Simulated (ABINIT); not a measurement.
# Te2Mo (P6_3/mmc): G0W0 with ABINIT, start to end, part 2 of 3

Wanted: ground state, empty states, screening and self-energy for Te2Mo (P6_3/mmc).

ABINIT 10.8.3; PBE and many-body steps on it, plane waves. Known limits of the many-body steps: short of the basis limit; no spin-orbit coupling; coarse k mesh.

So far. Step 2 (Ground state): The gap is indirect, with the least direct gap 0.21 eV higher.

## 3. Bands along the symmetry lines

Level of this step: DFT, PBE, plane waves, norm-conserving pseudopotentials (ABINIT).

The cheap functional maps the bands first; the places of the edges decide which points the dearer methods must see.

run.abi reads:

```
acell 3*1.0 Angstrom
rprim 
  3.518200000003 -0.000000000001 0.000000000000
  -1.759100000001 3.046850575598 0.000000000000
  0.000000000000 0.000000000000 13.973600000000
ntypat 2
znucl 52 42
natom 6
typat 1 1 1 1 2 2
xred 
  0.333333333333 0.666666666667 0.621000000000
  0.666666666667 0.333333333333 0.121000000000
  0.333333333333 0.666666666667 0.879000000000
  0.666666666667 0.333333333333 0.379000000000
  0.333333333333 0.666666666667 0.250000000000
  0.666666666667 0.333333333333 0.750000000000
pp_dirpath "pseudos"
pseudos "Te.upf, Mo.upf"
ecut 39
iscf -2
irdden 1
kptopt 0
nkpt 30
kpt 
  0.00000000 0.00000000 0.00000000
  0.16666667 0.00000000 0.00000000
  0.33333333 0.00000000 0.00000000
  0.50000000 0.00000000 0.00000000
  0.44444444 0.11111111 0.00000000
  0.38888889 0.22222222 0.00000000
  0.33333333 0.33333333 0.00000000
  0.22222222 0.22222222 0.00000000
  0.11111111 0.11111111 0.00000000
  0.00000000 0.00000000 0.00000000
  0.00000000 0.00000000 0.16666667
  0.00000000 0.00000000 0.33333333
  0.00000000 0.00000000 0.50000000
  0.16666667 0.00000000 0.50000000
  0.33333333 0.00000000 0.50000000
  0.50000000 0.00000000 0.50000000
  0.44444444 0.11111111 0.50000000
  0.38888889 0.22222222 0.50000000
  0.33333333 0.33333333 0.50000000
  0.22222222 0.22222222 0.50000000
  0.11111111 0.11111111 0.50000000
  0.00000000 0.00000000 0.50000000
  0.50000000 0.00000000 0.50000000
  0.50000000 0.00000000 0.33333333
  0.50000000 0.00000000 0.16666667
  0.50000000 0.00000000 0.00000000
  0.33333333 0.33333333 0.50000000
  0.33333333 0.33333333 0.33333333
  0.33333333 0.33333333 0.16666667
  0.33333333 0.33333333 0.00000000
istwfk *1
nband 69
nbdbuf 2
tolwfr 1e-08
nstep 40
prtwf 0
prtvol 0
indata_prefix "in"
outdata_prefix "out"
tmpdata_prefix "tmp"
```

On the command line:

```console
$ OMP_NUM_THREADS=1 mpirun -n 4 abinit run.abi > log
```

Output:

```text
.Version 10.8.3 of ABINIT. v10.8.2 released Aug 2026.

 Symmetries : space group P6_3/m m c (#194); Bravais hP (primitive hexag.)
[... echo of the input left out ...]
== DATASET  1 ==================================================================
-   mpi_nproc: 4, omp_nthreads: 1 (-1 if OMP is not activated)

--- !DatasetInfo
iteration_state: {dtset: 1, }
dimensions: {natom: 6, nkpt: 30, mband: 69, nsppol: 1, nspinor: 1, nspden: 1, mpw: 11810, }
cutoff_energies: {ecut:  39.0, pawecutdg:  -1.0, }
electrons: {nelect:   1.24000000E+02, charge:   0.00000000E+00, occopt:   1.00000000E+00, tsmear:   1.00000000E-02, }

 Real(R)+Recip(G) space primitive vectors, cartesian coordinates (Bohr,Bohr^-1):
 R(1)=  6.6484345  0.0000000  0.0000000  G(1)=  0.1504113  0.0868400  0.0000000
 R(2)= -3.3242172  5.7577131  0.0000000  G(2)=  0.0000000  0.1736801  0.0000000
 R(3)=  0.0000000  0.0000000 26.4062770  G(3)=  0.0000000  0.0000000  0.0378698
 Unit cell volume ucvol=  1.0108264E+03 bohr^3
 Angles (23,13,12)=  9.00000000E+01  9.00000000E+01  1.20000000E+02 degrees

 getcut: wavevector=  0.0000  0.0000  0.0000  ngfft=  40  40 150
         ecut(hartree)=     39.000   => boxcut(ratio)=   2.02063

--- Pseudopotential description ------------------------------------------------
- Te Generated using ONCVPSP code by D. R. Hamann
- 52.00000  24.00000  220131                  znucl, zion, pspdat
12 -101130 3 -1 1294                          pspcod,pspxc,lmax,lloc,mmax
     nproj     2     2     2     2
  pspatm : epsatm=   28.89495404
         --- l  ekb(1:nproj) -->
             0    9.158100   -0.350391
             1    3.254928   -0.666646
             2   -3.247931   -0.911641
[...]
pspatm: atomic psp has been read  and splines computed

- Mo Generated using ONCVPSP code by D. R. Hamann
- 42.00000  14.00000  171031                  znucl, zion, pspdat
12 -101130 2 -1 1640                          pspcod,pspxc,lmax,lloc,mmax
     nproj     2     2     2     0
  pspatm : epsatm=   15.95693798
         --- l  ekb(1:nproj) -->
[...]
pspatm: atomic psp has been read  and splines computed

--------------------------------------------------------------------------------

================================================================================
 prteigrs : about to open file out_EIG
 Non-SCF case, kpt    1 (  0.00000  0.00000  0.00000), residuals and eigenvalues=
  8.58E-09  9.17E-09  3.94E-09  4.08E-09  2.53E-09  4.09E-09  3.64E-09  7.80E-09
  2.93E-09  4.57E-09  4.26E-09  7.58E-09  3.51E-09  2.87E-09  4.15E-09  4.20E-09
  9.07E-09  8.57E-09  2.39E-09  5.08E-09  4.24E-09  7.33E-09  2.25E-09  5.28E-09
[...]
4.52E-09  9.80E-09  4.54E-09  1.06E-07  4.67E-09
 -5.4938E+00 -5.4938E+00 -5.4938E+00 -5.4938E+00 -3.6576E+00 -3.6576E+00
 -3.6576E+00 -3.6576E+00 -3.6576E+00 -3.6576E+00 -3.6576E+00 -3.6576E+00
[...]
Non-SCF case, kpt   30 (  0.33333  0.33333  0.00000), residuals and eigenvalues=
[...]
2.4169E-01  2.4169E-01  2.5018E-01  2.5018E-01  2.9753E-01  2.9753E-01
  3.5379E-01  3.6258E-01  4.0075E-01  4.0075E-01  4.0783E-01  4.4495E-01
[...]
--- !ResultsGS
iteration_state: {dtset: 1, }
comment   : Summary of ground state results
lattice_vectors:
- [  6.6484345,  -0.0000000,   0.0000000, ]
- [ -3.3242172,   5.7577131,   0.0000000, ]
- [  0.0000000,   0.0000000,  26.4062770, ]
lattice_lengths: [   6.64843,    6.64843,   26.40628, ]
lattice_angles: [ 90.000,  90.000, 120.000, ] # degrees, (23, 13, 12)
lattice_volume:   1.0108264E+03
convergence: {deltae:  0.000E+00, res2:  0.000E+00, residm:  9.995E-09, diffor:  0.000E+00, }
etotal    :  -1.26255479E+03
entropy   :   0.00000000E+00
fermie    :   3.64950872E-01
cartesian_stress_tensor: null
pressure_GPa: null
xred      :
- [  3.3333E-01,   6.6667E-01,   6.2100E-01, Te]
- [  6.6667E-01,   3.3333E-01,   1.2100E-01, Te]
- [  3.3333E-01,   6.6667E-01,   8.7900E-01, Te]
- [  6.6667E-01,   3.3333E-01,   3.7900E-01, Te]
- [  3.3333E-01,   6.6667E-01,   2.5000E-01, Mo]
- [  6.6667E-01,   3.3333E-01,   7.5000E-01, Mo]
cartesian_forces: null
force_length_stats: {min: null, max: null, mean: null, }

 Integrated electronic density in atomic spheres:
 ------------------------------------------------
 Atom  Sphere_radius  Integrated_density
[...]
================================================================================

 ----iterations are completed or convergence reached----

 Mean square residual over all n,k,spin=   53.322E-10; max=  99.955E-10
 reduced coordinates (array xred) for    6 atoms
[...]
0.333333      0.666667      0.250000
       0.666667      0.333333      0.750000

 cartesian coordinates (angstrom) at end:
    1      3.3e-13     2.031234     8.677606
    2      1.759100     1.015617     1.690806
    3      3.3e-13     2.031234    12.282794
    4      1.759100     1.015617     5.295994
    5      3.3e-13     2.031234     3.493400
    6      1.759100     1.015617    10.480200
 length scales=  1.889726  1.889726  1.889726 bohr
              =  1.000000  1.000000  1.000000 angstroms
 prteigrs : about to open file out_EIG
 Eigenvalues (hartree) for nkpt=  30  k points:
 kpt#   1, nband= 69, wtk=  1.00000, kpt=  0.0000  0.0000  0.0000 (reduced coord)
[...]
kpt#   2, nband= 69, wtk=  1.00000, kpt=  0.1667  0.0000  0.0000 (reduced coord)
[...]
kpt#   3, nband= 69, wtk=  1.00000, kpt=  0.3333  0.0000  0.0000 (reduced coord)
[...]
kpt#  29, nband= 69, wtk=  1.00000, kpt=  0.3333  0.3333  0.1667 (reduced coord)
[...]
0.41014    0.44179    0.45046    0.45046    0.50490
 kpt#  30, nband= 69, wtk=  1.00000, kpt=  0.3333  0.3333  0.0000 (reduced coord)
[...]
0.18575    0.19328    0.19328    0.19466    0.21028    0.22236    0.24169    0.24169
   0.25018    0.25018    0.29753    0.29753    0.35379    0.36258    0.40075    0.40075
   0.40783    0.44495    0.44983    0.44983    0.50816

== END DATASET(S) ==============================================================
================================================================================

 -outvars: echo values of variables after computation  --------
            nband          69
             nkpt          30
          spgroup         194
 [... the other variables as echoed above ...]

 Calculation completed.
```

Wall time 5 min (4 MPI ranks of Arm Neoverse V1, shared host); peak memory 0.74 GiB.

Numbers from this step:

```
gap                        : 0.7867 eV
k of the valence top       : 0, 0, 0
k of the conduction bottom : 0.2222, 0.2222, 0
least direct gap           : 1.039 eV
```

The gap is 0.787 eV, −0.042 eV from the run before at this level.

Electronic bands along the path, in eV, zero at the top of the highest filled band:

```tsv
point	band 59	band 60	band 61	band 62	band 63	band 64	band 65	band 66
Γ	-1.01	-1.01	-0.33	0.00	2.91	2.91	3.04	3.04
M	-1.01	-0.95	-0.60	-0.31	1.27	1.33	1.46	1.79
K	-1.83	-1.83	-0.30	-0.06	0.97	0.97	1.17	2.18
Γ	-1.01	-1.01	-0.33	0.00	2.91	2.91	3.04	3.04
A	-1.03	-1.03	-0.08	-0.08	2.94	2.94	2.94	2.94
L	-0.96	-0.96	-0.46	-0.46	1.29	1.29	1.64	1.64
H	-2.00	-2.00	-0.21	-0.21	0.98	0.98	1.63	1.63
A	-1.03	-1.03	-0.08	-0.08	2.94	2.94	2.94	2.94
jump to L	-0.96	-0.96	-0.46	-0.46	1.29	1.29	1.64	1.64
M	-1.01	-0.95	-0.60	-0.31	1.27	1.33	1.46	1.79
jump to H	-2.00	-2.00	-0.21	-0.21	0.98	0.98	1.63	1.63
K	-1.83	-1.83	-0.30	-0.06	0.97	0.97	1.17	2.18
```

## 4. Empty states on the mesh, 3×3×1 mesh, 264 bands

The sums over transitions need many empty states on a uniform mesh; this step solves for them.

run.abi reads:

```
acell 3*1.0 Angstrom
rprim 
  3.518200000003 -0.000000000001 0.000000000000
  -1.759100000001 3.046850575598 0.000000000000
  0.000000000000 0.000000000000 13.973600000000
ntypat 2
znucl 52 42
natom 6
typat 1 1 1 1 2 2
xred 
  0.333333333333 0.666666666667 0.621000000000
  0.666666666667 0.333333333333 0.121000000000
  0.333333333333 0.666666666667 0.879000000000
  0.666666666667 0.333333333333 0.379000000000
  0.333333333333 0.666666666667 0.250000000000
  0.666666666667 0.333333333333 0.750000000000
pp_dirpath "pseudos"
pseudos "Te.upf, Mo.upf"
ecut 39
ngkpt 3 3 1
nshiftk 1
shiftk 0 0 0
kptopt 1
chksymbreak 0
iscf -2
irdden 1
istwfk *1
nband 264
nbdbuf 24
tolwfr 1e-09
nstep 60
prtvol 0
indata_prefix "in"
outdata_prefix "out"
tmpdata_prefix "tmp"
```

On the command line:

```console
$ OMP_NUM_THREADS=1 mpirun -n 3 abinit run.abi > log
```

Output:

```text
.Version 10.8.3 of ABINIT. v10.8.2 released Aug 2026.

 Symmetries : space group P6_3/m m c (#194); Bravais hP (primitive hexag.)
[... echo of the input left out ...]
== DATASET  1 ==================================================================
-   mpi_nproc: 3, omp_nthreads: 1 (-1 if OMP is not activated)

--- !DatasetInfo
iteration_state: {dtset: 1, }
dimensions: {natom: 6, nkpt: 3, mband: 264, nsppol: 1, nspinor: 1, nspden: 1, mpw: 11799, }
cutoff_energies: {ecut:  39.0, pawecutdg:  -1.0, }
electrons: {nelect:   1.24000000E+02, charge:   0.00000000E+00, occopt:   1.00000000E+00, tsmear:   1.00000000E-02, }

 Real(R)+Recip(G) space primitive vectors, cartesian coordinates (Bohr,Bohr^-1):
 R(1)=  6.6484345  0.0000000  0.0000000  G(1)=  0.1504113  0.0868400  0.0000000
 R(2)= -3.3242172  5.7577131  0.0000000  G(2)=  0.0000000  0.1736801  0.0000000
 R(3)=  0.0000000  0.0000000 26.4062770  G(3)=  0.0000000  0.0000000  0.0378698
 Unit cell volume ucvol=  1.0108264E+03 bohr^3
 Angles (23,13,12)=  9.00000000E+01  9.00000000E+01  1.20000000E+02 degrees

 getcut: wavevector=  0.0000  0.0000  0.0000  ngfft=  40  40 150
         ecut(hartree)=     39.000   => boxcut(ratio)=   2.02063

--- Pseudopotential description ------------------------------------------------
- Te Generated using ONCVPSP code by D. R. Hamann
- 52.00000  24.00000  220131                  znucl, zion, pspdat
12 -101130 3 -1 1294                          pspcod,pspxc,lmax,lloc,mmax
     nproj     2     2     2     2
  pspatm : epsatm=   28.89495404
         --- l  ekb(1:nproj) -->
             0    9.158100   -0.350391
             1    3.254928   -0.666646
             2   -3.247931   -0.911641
[...]
pspatm: atomic psp has been read  and splines computed

- Mo Generated using ONCVPSP code by D. R. Hamann
- 42.00000  14.00000  171031                  znucl, zion, pspdat
12 -101130 2 -1 1640                          pspcod,pspxc,lmax,lloc,mmax
     nproj     2     2     2     0
  pspatm : epsatm=   15.95693798
         --- l  ekb(1:nproj) -->
[...]
pspatm: atomic psp has been read  and splines computed

--------------------------------------------------------------------------------

================================================================================
 prteigrs : about to open file out_EIG
 Non-SCF case, kpt    1 (  0.00000  0.00000  0.00000), residuals and eigenvalues=
  7.83E-10  8.19E-10  6.94E-10  7.28E-10  4.36E-10  8.41E-10  2.01E-10  3.08E-10
  2.94E-10  4.41E-10  2.98E-10  7.86E-10  3.78E-10  3.13E-10  3.02E-10  4.58E-10
  5.89E-10  2.39E-10  5.32E-10  6.68E-10  3.24E-10  5.69E-10  4.12E-10  5.79E-10
[...]
-5.4938E+00 -5.4938E+00 -5.4938E+00 -5.4938E+00 -3.6576E+00 -3.6576E+00
 -3.6576E+00 -3.6576E+00 -3.6576E+00 -3.6576E+00 -3.6576E+00 -3.6576E+00
 -3.6552E+00 -3.6552E+00 -3.6552E+00 -3.6552E+00 -1.8705E+00 -1.8705E+00
[...]
2.4147E+00  2.4150E+00  2.4150E+00  2.4156E+00  2.4157E+00  2.4241E+00
  2.4283E+00  2.4358E+00  2.4430E+00  2.4452E+00  2.4487E+00  2.4554E+00
 prteigrs : prtvol=0 or 1, do not print more k-points.

--- !ResultsGS
iteration_state: {dtset: 1, }
comment   : Summary of ground state results
lattice_vectors:
- [  6.6484345,  -0.0000000,   0.0000000, ]
- [ -3.3242172,   5.7577131,   0.0000000, ]
- [  0.0000000,   0.0000000,  26.4062770, ]
lattice_lengths: [   6.64843,    6.64843,   26.40628, ]
lattice_angles: [ 90.000,  90.000, 120.000, ] # degrees, (23, 13, 12)
lattice_volume:   1.0108264E+03
convergence: {deltae:  0.000E+00, res2:  0.000E+00, residm:  9.954E-10, diffor:  0.000E+00, }
etotal    :  -1.26255479E+03
entropy   :   0.00000000E+00
fermie    :   3.64950872E-01
cartesian_stress_tensor: null
pressure_GPa: null
xred      :
- [  3.3333E-01,   6.6667E-01,   6.2100E-01, Te]
- [  6.6667E-01,   3.3333E-01,   1.2100E-01, Te]
- [  3.3333E-01,   6.6667E-01,   8.7900E-01, Te]
- [  6.6667E-01,   3.3333E-01,   3.7900E-01, Te]
- [  3.3333E-01,   6.6667E-01,   2.5000E-01, Mo]
- [  6.6667E-01,   3.3333E-01,   7.5000E-01, Mo]
cartesian_forces: null
force_length_stats: {min: null, max: null, mean: null, }

 Integrated electronic density in atomic spheres:
 ------------------------------------------------
 Atom  Sphere_radius  Integrated_density
[...]
================================================================================

 ----iterations are completed or convergence reached----

 Mean square residual over all n,k,spin=   47.057E-11; max=  99.540E-11
 reduced coordinates (array xred) for    6 atoms
[...]
0.333333      0.666667      0.250000
       0.666667      0.333333      0.750000

 cartesian coordinates (angstrom) at end:
    1      3.3e-13     2.031234     8.677606
    2      1.759100     1.015617     1.690806
    3      3.3e-13     2.031234    12.282794
    4      1.759100     1.015617     5.295994
    5      3.3e-13     2.031234     3.493400
    6      1.759100     1.015617    10.480200
 length scales=  1.889726  1.889726  1.889726 bohr
              =  1.000000  1.000000  1.000000 angstroms
 prteigrs : about to open file out_EIG
 Eigenvalues (hartree) for nkpt=   3  k points:
 kpt#   1, nband=264, wtk=  0.11111, kpt=  0.0000  0.0000  0.0000 (reduced coord)
[...]
2.38635    2.40784    2.41112    2.41112    2.41469    2.41495    2.41495    2.41563
   2.41572    2.42406    2.42828    2.43583    2.44299    2.44517    2.44871    2.45537
 prteigrs : prtvol=0 or 1, do not print more k-points.

== END DATASET(S) ==============================================================
================================================================================

 -outvars: echo values of variables after computation  --------
            nband         264
             nkpt           3
          spgroup         194
 [... the other variables as echoed above ...]

 Calculation completed.
```

Wall time 3.5 min (3 MPI ranks); peak memory 0.45 GiB; 11 min of CPU time.

Read from the output:

```
gap                                                           : 0.9742 eV
k of the valence top                                          : 0, 0, 0
k of the conduction bottom                                    : 0.3333, 0.3333, 0
least direct gap                                              : 1.039 eV
k points computed                                             : 3
lowest point of the top converged band, above the valence top : 52.9414 eV
```

On this mesh the gap is 0.974 eV. The earlier step found 0.829 eV, so this mesh misses an edge.

## 5. Screening, 3×3×1 mesh, 240 bands, screening to 130.6 eV

The RPA dielectric matrix is built and inverted for each q.

This step: RPA screening on PBE, plane waves, norm-conserving pseudopotentials.

run.abi, as its differences from that of step 4:

```diff
@@ -24,10 +24,11 @@
 chksymbreak 0
-iscf -2
-irdden 1
 istwfk *1
-nband 264
-nbdbuf 24
-tolwfr 1e-09
-nstep 60
-prtvol 0
+occopt 1
+irdwfk 1
+optdriver 3
+nband 240
+ecuteps 4.8
+inclvkb 2
+awtr 1
+symchi 1
 indata_prefix "in"
```

On the command line:

```console
$ OMP_NUM_THREADS=1 mpirun -n 4 abinit run.abi > log
```

Output:

```text
.Version 10.8.3 of ABINIT. v10.8.2 released Aug 2026.

 Symmetries : space group P6_3/m m c (#194); Bravais hP (primitive hexag.)
[... echo of the input left out ...]
== DATASET  1 ==================================================================
-   mpi_nproc: 4, omp_nthreads: 1 (-1 if OMP is not activated)

--- !DatasetInfo
iteration_state: {dtset: 1, }
dimensions: {natom: 6, nkpt: 3, mband: 240, nsppol: 1, nspinor: 1, nspden: 1, mpw: 11799, }
cutoff_energies: {ecut:  39.0, pawecutdg:  -1.0, }
electrons: {nelect:   1.24000000E+02, charge:   0.00000000E+00, occopt:   1.00000000E+00, tsmear:   1.00000000E-02, }

 SCREENING: Calculation of the susceptibility and dielectric matrices

 Based on a program developped by R.W. Godby, V. Olevano, G. Onida, and L. Reining.
 Incorporated in ABINIT by V. Olevano, G.-M. Rignanese, and M. Torrent.
.Using double precision arithmetic ; gwpc =  8

[... cell and pseudopotentials left out ...]
--------------------------------------------------------------------------------

 ==== K-mesh for the wavefunctions ====
 Number of points in the irreducible wedge :     3
[... list of points left out ...]
 Together with 24 symmetry operations and time-reversal symmetry
 yields     9 points in the full Brillouin Zone.

 ==== Q-mesh for the screening function ====
 Number of points in the irreducible wedge :     3
[... list of points left out ...]
 Together with 24 symmetry operations and time-reversal symmetry
 yields     9 points in the full Brillouin Zone.

 setmesh: FFT mesh size selected  =    24x   24x  108
          total number of points  =        62208

 vcoul_init : cutoff-mode = AUXILIARY_FUNCTION
 q-points for optical limit:   1
     1)      0.000010    0.000020    0.000030

- screening: taking advantage of time-reversal symmetry
- Maximum band index for partially occupied states nbvw = 62
- Remaining bands to be divided among processors   nbcw = 178
- Number of bands treated by each node ~44

 Number of electrons calculated from density =  124.0000; Expected =  124.0000
 average of density, n =  0.122672
 r_s =    1.2485
 omega_plasma =   33.7853 [eV]

 calculating chi0 at frequencies [eV] :
  1    0.000000E+00    0.000000E+00
  2    0.000000E+00    3.378533E+01

--------------------------------------------------------------------------------
  q-point number  1        q = ( 0.000000, 0.000000, 0.000000) [r.l.u.]
--------------------------------------------------------------------------------
[... chi0 elements left out ...]
 For q-point:  0.000010 0.000020 0.000030
  dielectric constant =  20.3861
  dielectric constant without local fields =  23.1218

  Average fulfillment of the sum rule on Im[epsilon] for q-point    1 :     67.36  [%]
[... wings left out ...]
  q-point number  2        q = ( 0.333333, 0.000000, 0.000000) [r.l.u.]
--------------------------------------------------------------------------------
[... chi0 elements left out ...]
  Average fulfillment of the sum rule on Im[epsilon] for q-point    2 :     63.40  [%]

 [... 1 further q-points ...]
```

Elapsed: 3.2 min, on 4 MPI ranks; peak memory 2.4 GiB.

Read from the output:

```yaml
eps_infinity_with_local_fields_on_this_mesh: 20.39
eps_infinity_without_local_fields_on_this_mesh: 23.12
plasma_frequency: 33.79 eV
plane_waves_in_the_screening_matrix: 525
```

Local fields lower ε∞ by 12 %. On a Γ-centred mesh this coarse the value itself is usually too large, while a short band sum pulls it down.

[end of part 2 of 3]

[Long decimals in the printed logs are rounded to 6 places.]

[Logs are printed without paths, hosts, clocks, repeated set-up lines and the standing remarks that a program may print on its own settings, such as how far it seeks lower states.]

[Paths, hosts, dates, memory and timing lines, banners, echoed tables and standing remarks are left out of the program output; an Ansatz launch command may be rebuilt from the run's recorded settings. Measured values are a selection of at most five: reports struck by readers or far from the other reports are left out. None is set beside runs whose start may be inverted or whose files or cutoffs have a known fault.]

[Runs of the session that timed out or met a known fault of the program may be left out.]

[Hosts, paths, dates, database ids (printed as entryN), source tags and the programs' standing remarks are cut or masked in the printed files.]

[G0W0 gaps are taken among the corrected bands and points alone; a level outside them can change the order at an edge.]

[Where Ansatz stands beside ABINIT at settings called matched, ABINIT's density can come from a denser mesh and the files from another edition; pairs whose starting gaps differed by over 0.03 eV were left out, so agreement reads better than it is.]
